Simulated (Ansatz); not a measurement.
# How fast states decay through Tl2HBrO

Aim: relax a made-up compound, Tl2HBrO, and see how good a tunnel barrier it would be. It is built by putting Tl for K in the K2HBrO structure of space group P2_1/m, with the volume rescaled by atomic radii. The parent structure comes from the Materials Project.

Main program and level: Ansatz 0.2.0; r2SCAN DFT, plane waves, PAW files, in the first sound run; inputs show where later runs differ.

Report form: the programs' logs are mostly left out.

The structure was built from a prototype and need not be the compound's stable phase.

**1. The starting structure**

It takes space group P2_1/m (No. 11, monoclinic). The conventional cell has a = 5.945 Å, b = 3.757 Å, c = 7.478 Å, α = 90.00°, β = 108.15°, γ = 90.00°. Tl has 3 O at 2.25 to 2.47 Å and 3 H at 2.58 to 3.10 Å and 3 Br at 2.95 to 3.13 Å and 1 Tl at 3.14 Å nearest. Nearest to Tl lie 2 O at 2.43 Å and 2 H at 2.53 Å and 4 Br at 2.93 to 3.08 Å. Nearest to H lie 1 O at 0.85 Å. Br has 2 H at 2.70 Å and 7 Tl at 2.93 to 3.13 Å nearest. Nearest to O lie 1 H at 0.85 Å and 5 Tl at 2.25 to 2.47 Å. It derives from K2HBrO. Tl for K in the K2HBrO structure of space group P2_1/m. Farther neighbours and most contacts between anions are not listed.

**2. Relaxing the new crystal**

The substituted atoms don't fit the parent's cell, so cell and atoms relax together. A small smearing keeps the run stable in case the gap closes on the way.

The input, input.yaml:

```yaml
crystal:
  lattice:
    - [5.9451369131, 0.0, 0.0]
    - [0.0, 3.7566651471, 0.0]
    - [-2.3287861412, 0.0, 7.1060109206]
  atoms:
    - { symbol: Tl, position: [0.290891, 0.75, 0.035446] }
    - { symbol: Tl, position: [0.709109, 0.25, 0.964554] }
    - { symbol: Tl, position: [0.705766, 0.25, 0.383769] }
    - { symbol: Tl, position: [0.294234, 0.75, 0.616231] }
    - { symbol: H, position: [0.163817, 0.25, 0.788669] }
    - { symbol: H, position: [0.836183, 0.75, 0.211331] }
    - { symbol: Br, position: [0.180579, 0.25, 0.300092] }
    - { symbol: Br, position: [0.819421, 0.75, 0.699908] }
    - { symbol: O, position: [0.314187, 0.25, 0.827191] }
    - { symbol: O, position: [0.685813, 0.75, 0.172809] }
kpoints:
  mp_grid: { grid: [4, 6, 4] }
scf:
  occupations: { method: gaussian, width: 0.03 }
hamiltonian:
  xc: r2scan
output:
  forces: true
  stress: true
relax:
  f_tol: 0.02
  max_steps: 60
  cell: {}
```

Launch:

```
ansatz run input.yaml --threads 2 --pin off --max-ram 4096MiB --backend cpu --events-out ev --progress --plain --runs-dir out
```

Wall time 5.4 min (2 threads of Intel Xeon Platinum 8375C at 2.90GHz (Ice Lake), shared host); peak memory 1.3 GiB.

The steps of the relaxation (22 of 26):

```csv
step,energy less that of the first step (eV),largest force component (eV/Å),pressure (GPa),volume (Å³)
1,0.0000,8.4316,35.81,158.70
2,-4.0911,1.6854,16.18,179.92
3,-5.6331,0.3873,6.93,201.27
5,-6.3479,0.1702,0.44,226.58
6,-6.3759,0.1475,-0.50,234.55
7,-6.3986,0.0690,-0.40,232.91
8,-6.4055,0.0934,-0.13,231.29
9,-6.4202,0.0983,0.12,227.29
11,-6.4374,0.1456,0.39,225.60
12,-6.4463,0.1348,0.17,226.82
13,-6.4476,0.1962,-0.24,228.25
14,-6.4545,0.0919,0.02,228.46
15,-6.4588,0.0328,0.00,228.03
16,-6.4601,0.0210,-0.03,227.83
18,-6.4605,0.0067,0.01,227.86
19*,-6.5331,0.0249,0.37,227.86
20,-6.5492,0.0553,0.01,231.92
21,-6.5569,0.0855,-0.04,233.76
22,-6.5611,0.0426,-0.13,234.73
24,-6.5630,0.0241,-0.01,233.76
25,-6.5631,0.0167,0.00,233.78
26*,-6.5651,0.0146,0.01,233.78
```

Relaxation steps marked * repeat the geometry before them on a plane-wave basis chosen anew for their cell, so energy and pressure can jump there. Other such steps can lie between the rows shown.

Forces are held to the 4 operations that the run works with; a distortion that breaks them can't arise in this run.

```csv
cell as run,before,after,change
a (Å),5.945,6.682,+12.4 %
b (Å),3.757,4.121,+9.7 %
c (Å),7.478,9.560,+27.8 %
β (°),108.15,117.37,+8.5 %
volume (Å³/atom),15.87,23.38,+47.3 %
```

The atoms that moved most (Å, as changes of fractional coordinates times the final cell):

```csv
atom,dx,dy,dz,length
Br7,-0.446,0.000,0.673,0.808
Br8,0.446,0.000,-0.673,0.808
O9,-0.220,0.000,0.511,0.556
O10,0.220,0.000,-0.511,0.556
Tl3,-0.265,0.000,-0.306,0.405
Tl4,0.265,0.000,0.306,0.405
Tl1,-0.187,0.000,-0.077,0.202
Tl2,0.187,0.000,0.077,0.202
```

Numbers from this step:

```yaml
free_energy: -52592.8947 eV
fermi_energy: 5.491 eV
pressure: 0.005044 GPa
```

The largest force component on a free atom ends at 0.015 eV/Å.

**3. The bulk crystal and its band edges**

The energy window and the wavevectors of the next steps follow from the band edges, so these are searched first, off the mesh as well.

The input, input.yaml:

```yaml
crystal:
  lattice:
    - [6.6435508674, 0.0, -0.7166862336]
    - [0.0, 4.1211552574, 0.0]
    - [-3.4589934077, 0.0, 8.9119365833]
  atoms:
    - { symbol: Tl, position: [0.2568779852, 0.75, 0.0240950632] }
    - { symbol: Tl, position: [0.7431220148, 0.25, 0.9759049368] }
    - { symbol: Tl, position: [0.645466226, 0.25, 0.3446065839] }
    - { symbol: Tl, position: [0.354533774, 0.75, 0.6553934161] }
    - { symbol: H, position: [0.1638536284, 0.25, 0.7931297572] }
    - { symbol: H, position: [0.8361463716, 0.75, 0.2068702428] }
    - { symbol: Br, position: [0.1515063404, 0.25, 0.3733156437] }
    - { symbol: Br, position: [0.8484936596, 0.75, 0.6266843563] }
    - { symbol: O, position: [0.3108284481, 0.25, 0.8842794633] }
    - { symbol: O, position: [0.6891715519, 0.75, 0.1157205367] }
kpoints:
  mp_grid: { grid: [4, 6, 4] }
  band_path: { path: [VBM, CBM], npoints: 30 }
scf:
  occupations: { method: fixed }
hamiltonian:
  xc: r2scan
output:
  eigenvalues: true
  write_potential: true
  write_density: true
  volumetric_format: npy
  elf: true
```

It took 1.7 min on 2 threads; peak memory 1.4 GiB; 3.3 min of CPU time.

Numbers from this step:

```
Fermi energy        : 4.341 eV
gap on the k-mesh   : 2.299 eV
gap on path         : 2.257 eV, by band count; negative where bands overlap
direct gap on path  : 2.462 eV
edge places on path : 0, 1.047 1/A along the path
```

Electronic bands along the path, in eV, zero at the Fermi level (highest filled level under fixed occupations); v1 is the highest filled band, c1 the lowest empty one:

```csv
point,v4,v3,v2,v1,c1,c2,c3,c4
VBM,-1.11,-1.00,-0.58,0.00,3.74,4.16,4.24,5.45
halfway,-1.00,-0.74,-0.68,-0.17,3.63,3.75,4.32,4.55
CBM,-0.81,-0.77,-0.29,-0.21,2.26,2.42,4.19,4.21
```

Valence density in the ac plane at fractional y = 0.250, with atoms of Tl and H and Br and O within 0.2 Å of it. It is the smooth field of the valence electrons, not physical close to the nuclei.

Values in e/Å³, 13 rows by 16 columns, each cell a mean:
```
0.0 0.0 0.1 0.2 1.1 2.4 1.7 0.5 0.2 0.7 2.7 5.8 5.4 2.2 0.5 0.1
0.0 0.1 0.3 1.6 4.8 5.6 2.2 0.4 0.2 0.5 1.1 1.3 0.8 0.3 0.1 0.0
0.0 0.2 1.0 1.6 1.4 0.8 0.2 0.1 0.1 0.1 0.1 0.1 0.1 0.0 0.0 0.0
0.0 0.1 0.2 0.1 0.1 0.0 0.0 0.0 0.0 0.0 0.0 0.0 0.0 0.0 0.0 0.0
0.0 0.0 0.0 0.0 0.0 0.0 0.0 0.0 0.0 0.0 0.0 0.0 0.0 0.0 0.0 0.0
0.0 0.0 0.0 0.1 0.1 0.1 0.1 0.0 0.0 0.0 0.0 0.0 0.0 0.0 0.0 0.0
0.1 0.2 0.4 0.6 0.6 0.3 0.1 0.0 0.0 0.1 0.2 0.3 0.3 0.2 0.1 0.0
0.5 0.9 0.8 0.9 1.0 0.5 0.1 0.1 0.3 1.2 2.8 3.1 1.6 0.5 0.1 0.1
0.9 1.0 0.7 0.9 0.6 0.2 0.1 0.3 1.4 4.4 6.9 4.4 1.4 0.3 0.1 0.3
0.5 0.7 0.5 0.3 0.1 0.1 0.1 0.4 1.1 2.0 1.8 0.8 0.2 0.1 0.1 0.2
0.1 0.1 0.1 0.0 0.0 0.0 0.1 0.1 0.2 0.2 0.1 0.1 0.0 0.1 0.1 0.1
0.1 0.0 0.0 0.0 0.0 0.0 0.0 0.0 0.0 0.0 0.1 0.2 0.5 0.6 0.4 0.2
0.1 0.0 0.0 0.0 0.1 0.1 0.1 0.1 0.1 0.2 0.8 2.7 4.4 3.1 1.1 0.3
```
Columns run along a (6.7 Å), rows up along c (9.6 Å). Atoms in or near the plane, at fractional coordinates: Tl at (0.74, 0.98), Tl at (0.65, 0.34), H at (0.16, 0.79), Br at (0.15, 0.37), O at (0.31, 0.88).

Electrostatic potential energy in the ac plane at fractional y = 0.250, with atoms of Tl and H and Br and O within 0.2 Å of it. With pseudopotentials it is smooth inside the atoms' cores, unlike the true potential.

Values in eV, 13 rows by 16 columns, each cell a mean:
```
  9   9  10   9   0 -13  -9   7   6  -8 -35 -38 -37 -28  -3   7
  9   9   7  -9 -35 -36 -12   8   6  -3 -17 -18  -8   3   8   9
  9   2 -24 -22  -7   2   9   9   8   7   6   7   9   9  10  10
  8   5   2   7   9   9   9   8   8   9   9  10  10  10  10  10
  9   9   9   9   9   8   8   9   9   9  10  10  10  10  10  10
 10  10   9   9   9   9   9   9  10  10   9   9   9   9   9  10
  9   8   1  -6  -2   6   9   9   9   7   4   1   1   4   7   9
  2 -24 -39 -41 -29   2   8   8   2 -15 -30 -35 -26  -3   6   8
-17 -41 -40 -32  -6   7   8   2 -22 -39 -37 -38 -20   2   7   6
  0  -7  -3   6   9   9   7   1 -18 -28 -23  -9   4   8   9   7
  9   9  10  10   9   9   8   6   5   5   6   7   8   8   8   8
  8   9   9   9   9   9   9   9   9   8   7   3  -3  -5   0   5
  8   9   9   9   9  10  10  10   9   4 -11 -30 -37 -37 -16   3
```
Columns run along a (6.7 Å; values clipped at the 3rd and 97th percentile), rows up along c (9.6 Å). Atoms in or near the plane, at fractional coordinates: Tl at (0.74, 0.98), Tl at (0.65, 0.34), H at (0.16, 0.79), Br at (0.15, 0.37), O at (0.31, 0.88).

ELF in the ac plane at fractional y = 0.250, with atoms of Tl and H and Br and O within 0.2 Å of it. It is the smooth field of the valence electrons, not physical close to the nuclei.

Values, 13 rows by 16 columns, each cell a mean:
```
0.09 0.03 0.10 0.39 0.71 0.79 0.79 0.57 0.11 0.30 0.27 0.05 0.10 0.32 0.44 0.39
0.02 0.13 0.47 0.74 0.60 0.59 0.81 0.46 0.13 0.33 0.40 0.38 0.42 0.44 0.33 0.10
0.08 0.60 0.92 0.89 0.70 0.62 0.41 0.11 0.10 0.25 0.34 0.35 0.26 0.12 0.03 0.01
0.06 0.39 0.53 0.33 0.15 0.07 0.03 0.02 0.03 0.04 0.04 0.02 0.01 0.01 0.02 0.02
0.02 0.02 0.02 0.02 0.03 0.03 0.03 0.02 0.01 0.01 0.01 0.01 0.02 0.03 0.03 0.02
0.02 0.07 0.18 0.27 0.30 0.26 0.17 0.07 0.02 0.01 0.02 0.04 0.04 0.04 0.03 0.02
0.28 0.62 0.77 0.81 0.82 0.76 0.56 0.16 0.05 0.15 0.24 0.27 0.27 0.21 0.11 0.05
0.78 0.72 0.33 0.30 0.77 0.82 0.43 0.12 0.29 0.38 0.28 0.25 0.38 0.34 0.14 0.33
0.85 0.43 0.25 0.58 0.82 0.50 0.15 0.30 0.40 0.13 0.03 0.15 0.38 0.24 0.21 0.70
0.83 0.84 0.82 0.70 0.37 0.10 0.24 0.40 0.43 0.34 0.35 0.37 0.23 0.09 0.29 0.69
0.26 0.30 0.23 0.09 0.03 0.05 0.17 0.30 0.33 0.29 0.20 0.09 0.05 0.06 0.09 0.17
0.14 0.04 0.02 0.02 0.02 0.02 0.03 0.03 0.03 0.03 0.08 0.20 0.29 0.33 0.31 0.26
0.25 0.04 0.02 0.04 0.11 0.24 0.30 0.18 0.04 0.14 0.33 0.27 0.15 0.25 0.44 0.42
```
Columns run along a (6.7 Å), rows up along c (9.6 Å). Atoms in or near the plane, at fractional coordinates: Tl at (0.74, 0.98), Tl at (0.65, 0.34), H at (0.16, 0.79), Br at (0.15, 0.37), O at (0.31, 0.88).

The searched edges give 2.26 eV, under the 2.30 eV of the mesh, which misses an edge.

**4. Complex bands**

This step: r2SCAN DFT, plane waves, PAW files; complex bands by layer matching along the plane's normal (Ansatz 0.2.0).

The same crystal is laid in a cell whose first two vectors span the (100) plane (indices of the standard conventional cell, whose axes can be ordered otherwise than in the bulk input). At fixed energy and wavevector in the plane the solver finds all kz, real and complex. A few wavevectors are listed, (0, 0) and (0.4635, 0) in units of the plane's reciprocal vectors; the slowest state needn't be among them.

The input, input.yaml:

```yaml
crystal:
  lattice:
    - [4.121155257, 0.0, 0.0]
    - [0.0, 9.559667832, 0.0]
    - [0.0, -3.071975034, 5.934086001]
  atoms:
    - { symbol: Tl, position: [0.75, 0.0240950632, 0.2568779852] }
    - { symbol: Tl, position: [0.25, 0.9759049368, 0.7431220148] }
    - { symbol: Tl, position: [0.25, 0.3446065839, 0.645466226] }
    - { symbol: Tl, position: [0.75, 0.6553934161, 0.354533774] }
    - { symbol: H, position: [0.25, 0.7931297572, 0.1638536284] }
    - { symbol: H, position: [0.75, 0.2068702428, 0.8361463716] }
    - { symbol: Br, position: [0.25, 0.3733156437, 0.1515063404] }
    - { symbol: Br, position: [0.75, 0.6266843563, 0.8484936596] }
    - { symbol: O, position: [0.25, 0.8842794633, 0.3108284481] }
    - { symbol: O, position: [0.75, 0.1157205367, 0.6891715519] }
kpoints:
  mp_grid: { grid: [6, 4, 4] }
scf:
  occupations: { method: fixed }
hamiltonian:
  xc: r2scan
output:
  eigenvalues: true
  transmission:
    leads: [[0, 0]]
    kpoints: [[0.0, 0.0], [0.4635, 0.0]]
    e_range: [-1.0, 3.26]
    de: 0.07
```

Run time: 3.2 min. Hardware: 2 threads; peak memory 2.2 GiB; 5.1 min of CPU time.

This step gave:

```
level to which the leads are filled                       : 1.150 eV from the Fermi level
decay constant at the filling level, zone centre          : 0.2883 Å⁻¹
decay constant at the filling level, slowest listed point : 0.2677 Å⁻¹
```

K parallel (0, 0); values up to 1.5 1/Å, a degenerate pair printed once or twice; energies at which all values exceed this have no row. Im kz of the slowest decaying states against energy, zero at the highest filled level on the SCF mesh:

```csv
energy (eV),decay 1 (Å⁻¹),decay 2 (Å⁻¹),decay 3 (Å⁻¹),decay 4 (Å⁻¹)
-1.0000,0.104,0.170,0.257,0.646
-0.7200,0.168,0.246,0.436,0.437
-0.5100,0.200,0.348,0.534,0.545
-0.2300,0.107,0.209,0.517,0.610
-0.0200,0.238,0.508,0.662,0.694
0.2600,0.255,0.268,0.496,0.706
0.4700,0.279,0.372,0.546,0.732
0.7500,0.287,0.369,0.578,0.758
1.0300,0.289,0.367,0.588,0.778
1.2400,0.288,0.362,0.589,0.788
1.5200,0.270,0.294,0.353,0.586
1.7300,0.247,0.303,0.343,0.581
2.0100,0.219,0.303,0.323,0.573
2.2200,0.195,0.300,0.304,0.564
2.5000,0.153,0.267,0.289,0.551
2.7800,0.0807,0.207,0.270,0.536
2.9900,0.0654,0.247,0.522,0.630
```

K parallel (0.4635, 0); values up to 1.5 1/Å, a degenerate pair printed once or twice; energies at which all values exceed this have no row. Table of Im kz of the slowest decaying states by energy, zero at the highest filled level on the SCF mesh:

```csv
energy (eV),decay 1 (Å⁻¹),decay 2 (Å⁻¹),decay 3 (Å⁻¹),decay 4 (Å⁻¹)
-1.00,0.325,0.433,0.548,0.907
-0.79,0.0435,0.357,0.462,0.520
-0.58,0.148,0.312,0.395,0.492
-0.37,0.195,0.231,0.346,0.468
-0.16,0.171,0.229,0.286,0.563
-0.02,0.230,0.311,0.585,0.617
0.05,0.236,0.331,0.594,0.652
0.26,0.253,0.350,0.366,0.620
0.47,0.265,0.355,0.384,0.649
0.68,0.271,0.362,0.389,0.684
0.89,0.273,0.372,0.384,0.726
1.10,0.270,0.378,0.755,0.818
1.31,0.262,0.376,0.745,0.775
1.52,0.240,0.254,0.373,0.716
1.73,0.212,0.237,0.368,0.677
1.94,0.172,0.210,0.362,0.642
2.15,0.104,0.166,0.354,0.606
2.36,0.0811,0.346,0.571,0.608
2.57,0.338,0.537,0.576,0.960
2.78,0.329,0.503,0.543,0.981
2.99,0.319,0.467,0.507,1.00
3.20,0.309,0.428,0.469,1.03
```

At the listed wavevectors the last open channel is at -0.02 eV and the next at +2.29 eV on the grid. At +1.17 eV, the grid energy nearest the filling level (the middle of the gap on the SCF mesh), the slowest state at the listed wavevectors decays with κ = 0.268 Å⁻¹, its amplitude falling by e over 3.7 Å. Through 1 nm of this crystal that state's transmission falls by exp(−2 × 0.268 Å⁻¹ × 10 Å) = 0.0047.

**5. Band edges at another level, cutoff 1290 eV**

This step: r2SCAN DFT, plane waves, norm-conserving files (Ansatz 0.2.0).

The edges again with norm-conserving files, at the same atoms. Against that run the cutoff is 1290 eV against 500.

The input, input.yaml:

```yaml
crystal:
  lattice:
    - [6.6435508674, 0.0, -0.7166862336]
    - [0.0, 4.1211552574, 0.0]
    - [-3.4589934077, 0.0, 8.9119365833]
  atoms:
    - { symbol: Tl, position: [0.2568779852, 0.75, 0.0240950632] }
    - { symbol: Tl, position: [0.7431220148, 0.25, 0.9759049368] }
    - { symbol: Tl, position: [0.645466226, 0.25, 0.3446065839] }
    - { symbol: Tl, position: [0.354533774, 0.75, 0.6553934161] }
    - { symbol: H, position: [0.1638536284, 0.25, 0.7931297572] }
    - { symbol: H, position: [0.8361463716, 0.75, 0.2068702428] }
    - { symbol: Br, position: [0.1515063404, 0.25, 0.3733156437] }
    - { symbol: Br, position: [0.8484936596, 0.75, 0.6266843563] }
    - { symbol: O, position: [0.3108284481, 0.25, 0.8842794633] }
    - { symbol: O, position: [0.6891715519, 0.75, 0.1157205367] }
kpoints:
  mp_grid: { grid: [4, 6, 4] }
  band_path: { path: [VBM, CBM], npoints: 30 }
scf:
  occupations: { method: fixed }
hamiltonian:
  xc: r2scan
  pseudopotentials: { kind: nc }
output:
  eigenvalues: true
```

Run time: 8.8 min. Hardware: 2 threads; peak memory 2.7 GiB.

Numbers from this step:

```yaml
free_energy: -9896.8569 eV
fermi_energy: 4.530 eV
gap_on_the_k_mesh: 2.297 eV
gap_on_path: 2.254 eV, by band count; negative where bands overlap
direct_gap_on_path: 2.463 eV
```

The electronic bands at the labelled points (eV, zero at the Fermi level (highest filled level under fixed occupations); v1 is the highest filled band, c1 the lowest empty one):

```csv
point,v4,v3,v2,v1,c1,c2,c3,c4
VBM,-1.11,-1.00,-0.58,0.00,3.74,4.16,4.23,5.45
halfway,-1.00,-0.75,-0.68,-0.17,3.63,3.75,4.32,4.55
CBM,-0.82,-0.78,-0.30,-0.21,2.25,2.42,4.19,4.21
```

The searched edges give 2.25 eV, under the 2.30 eV of the mesh, which misses an edge.

**6. Complex bands at another level**

This step: r2SCAN DFT, plane waves, norm-conserving files; complex bands by layer matching along the plane's normal (Ansatz 0.2.0).

The complex bands at that level, over its own gap, at (0, 0) and (0.4635, 0).

The input, input.yaml:

```yaml
crystal:
  lattice:
    - [4.121155257, 0.0, 0.0]
    - [0.0, 9.559667832, 0.0]
    - [0.0, -3.071975034, 5.934086001]
  atoms:
    - { symbol: Tl, position: [0.75, 0.0240950632, 0.2568779852] }
    - { symbol: Tl, position: [0.25, 0.9759049368, 0.7431220148] }
    - { symbol: Tl, position: [0.25, 0.3446065839, 0.645466226] }
    - { symbol: Tl, position: [0.75, 0.6553934161, 0.354533774] }
    - { symbol: H, position: [0.25, 0.7931297572, 0.1638536284] }
    - { symbol: H, position: [0.75, 0.2068702428, 0.8361463716] }
    - { symbol: Br, position: [0.25, 0.3733156437, 0.1515063404] }
    - { symbol: Br, position: [0.75, 0.6266843563, 0.8484936596] }
    - { symbol: O, position: [0.25, 0.8842794633, 0.3108284481] }
    - { symbol: O, position: [0.75, 0.1157205367, 0.6891715519] }
kpoints:
  mp_grid: { grid: [6, 4, 4] }
scf:
  occupations: { method: fixed }
hamiltonian:
  xc: r2scan
  pseudopotentials: { kind: nc }
output:
  eigenvalues: true
  transmission:
    leads: [[0, 0]]
    kpoints: [[0.0, 0.0], [0.4635, 0.0]]
    e_range: [-1.0, 3.25]
    de: 0.07
```

It took 0.55 s on 2 threads; peak memory 0.28 GiB.

The input was rejected at the start.

The program's message: “Error: memory limit exceeded: the `transmission` phase of `transmission` needs 11.28 GiB against the run's memory maximum of 4.00 GiB; largest carriers: transmission 10.86 GiB, unmodelled-tail allowan …”

**7. Outcome**

```
band gap                                         : 2.26 eV
least decay constant at mid-gap, normal to (100) : 0.268 Å⁻¹
```

In words: With r2SCAN, the slowest decay at the wavevectors tried is κ = 0.268 Å⁻¹, normal to (100). Through such a film the transmission near mid-gap falls as exp(−2κd), a factor of ten every 4.3 Å. A free electron under a barrier of half the gap would need a mass of 0.24 mₑ to decay at this rate. The compound is made up by substitution; its stability against other phases and against distortions of the cell's symmetry was not tested. r2SCAN still narrows gaps, if less than LDA and GGA do, while spin-orbit coupling, left out here, narrows them in compounds of heavy elements, so the error in κ can go either way.

[Logs are printed without paths, hosts, clocks, repeated set-up lines and the standing remarks that a program may print on its own settings, such as how far it seeks lower states.]

[Hosts, paths, dates, database ids (printed as entryN), source tags and the programs' standing remarks are cut or masked in the printed files.]
